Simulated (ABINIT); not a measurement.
Records of electronic-structure calculations.

## SiO2 (P6_222): a self-consistent loop beyond G0W0, cycle by cycle

It takes space group P6_222 (No. 180, hexagonal). The conventional cell has a = 5.013 Å, b = 5.013 Å, c = 5.470 Å, α = 90.00°, β = 90.00°, γ = 120.00°. Nearest to Si lie 4 O at 1.62 Å. O has 2 Si at 1.62 Å nearest. Farther neighbours, and contacts between anions beyond the nearest, are not listed.

```
method         : RPA screening on LDA from quasiparticle energies, plane waves, norm-conserving pseudopotentials (and 5 further levels or steps)
program        : ABINIT 10.8.3
settings       : cutoff 36 Ha, PseudoDojo scalar-relativistic 0.4.1 standard, norm-conserving, potential set dojo-sr-lda-0.4.1-standard, ngkpt (3, 3, 2), nband 187, ecuteps 3.9 Ha, gwcalctyp 10, inclvkb 2, shiftk (0, 0, 0), symchi 1, awtr 1, frequency ppm, cycle 3, q points all but q = 0, 3×3×2 k-mesh
cost           : 15 runs, 48 min in all on 4 MPI ranks of Arm Neoverse V1, shared host
notes          : The database entry behind the starting cell is an old determination (1926). The program’s warnings: nkpt*nsppol () is not a multiple of nproc spkpt (). The cell and positions come from the Crystallography Open Database and are kept as given unless a step says otherwise. The first cycle of evGW0 takes the full correction, without the factor Z, so it overshoots the one-shot value. The 3×3×2 mesh is coarse for this cell, which bears on the long-range parts of exchange and screening.
G0W0           : 8.244 eV
evGW0, cycle 1 : 8.784 eV
evGW0, cycle 2 : 8.681 eV
evGW0, cycle 3 : 8.676 eV
evGW, cycle 1  : 9.298 eV
evGW, cycle 2  : 9.374 eV
evGW, cycle 3  : 9.381 eV
known limits   : short of the basis limit; coarse k mesh
```

Only the bands that the input lists are updated; the higher empty ones keep the functional's energies. The evGW loop starts from the last levels of evGW0, so its cycles and time come on top of those.

[Long decimals in the printed logs are rounded to 6 places.]

[Logs are printed without paths, hosts, clocks, repeated set-up lines and the standing remarks that a program may print on its own settings, such as how far it seeks lower states.]

[Paths, hosts, dates, memory and timing lines, banners, echoed tables and standing remarks are left out of the program output; an Ansatz launch command may be rebuilt from the run's recorded settings. Measured values are a selection of at most five: reports struck by readers or far from the other reports are left out. None is set beside runs whose start may be inverted or whose files or cutoffs have a known fault.]

[Runs of the session that timed out or met a known fault of the program may be left out.]

[Hosts, paths, dates, database ids (printed as entryN), source tags and the programs' standing remarks are cut or masked in the printed files.]

[G0W0 gaps are taken among the corrected bands and points alone; a level outside them can change the order at an edge.]

[Where Ansatz stands beside ABINIT at settings called matched, ABINIT's density can come from a denser mesh and the files from another edition; pairs whose starting gaps differed by over 0.03 eV were left out, so agreement reads better than it is.]
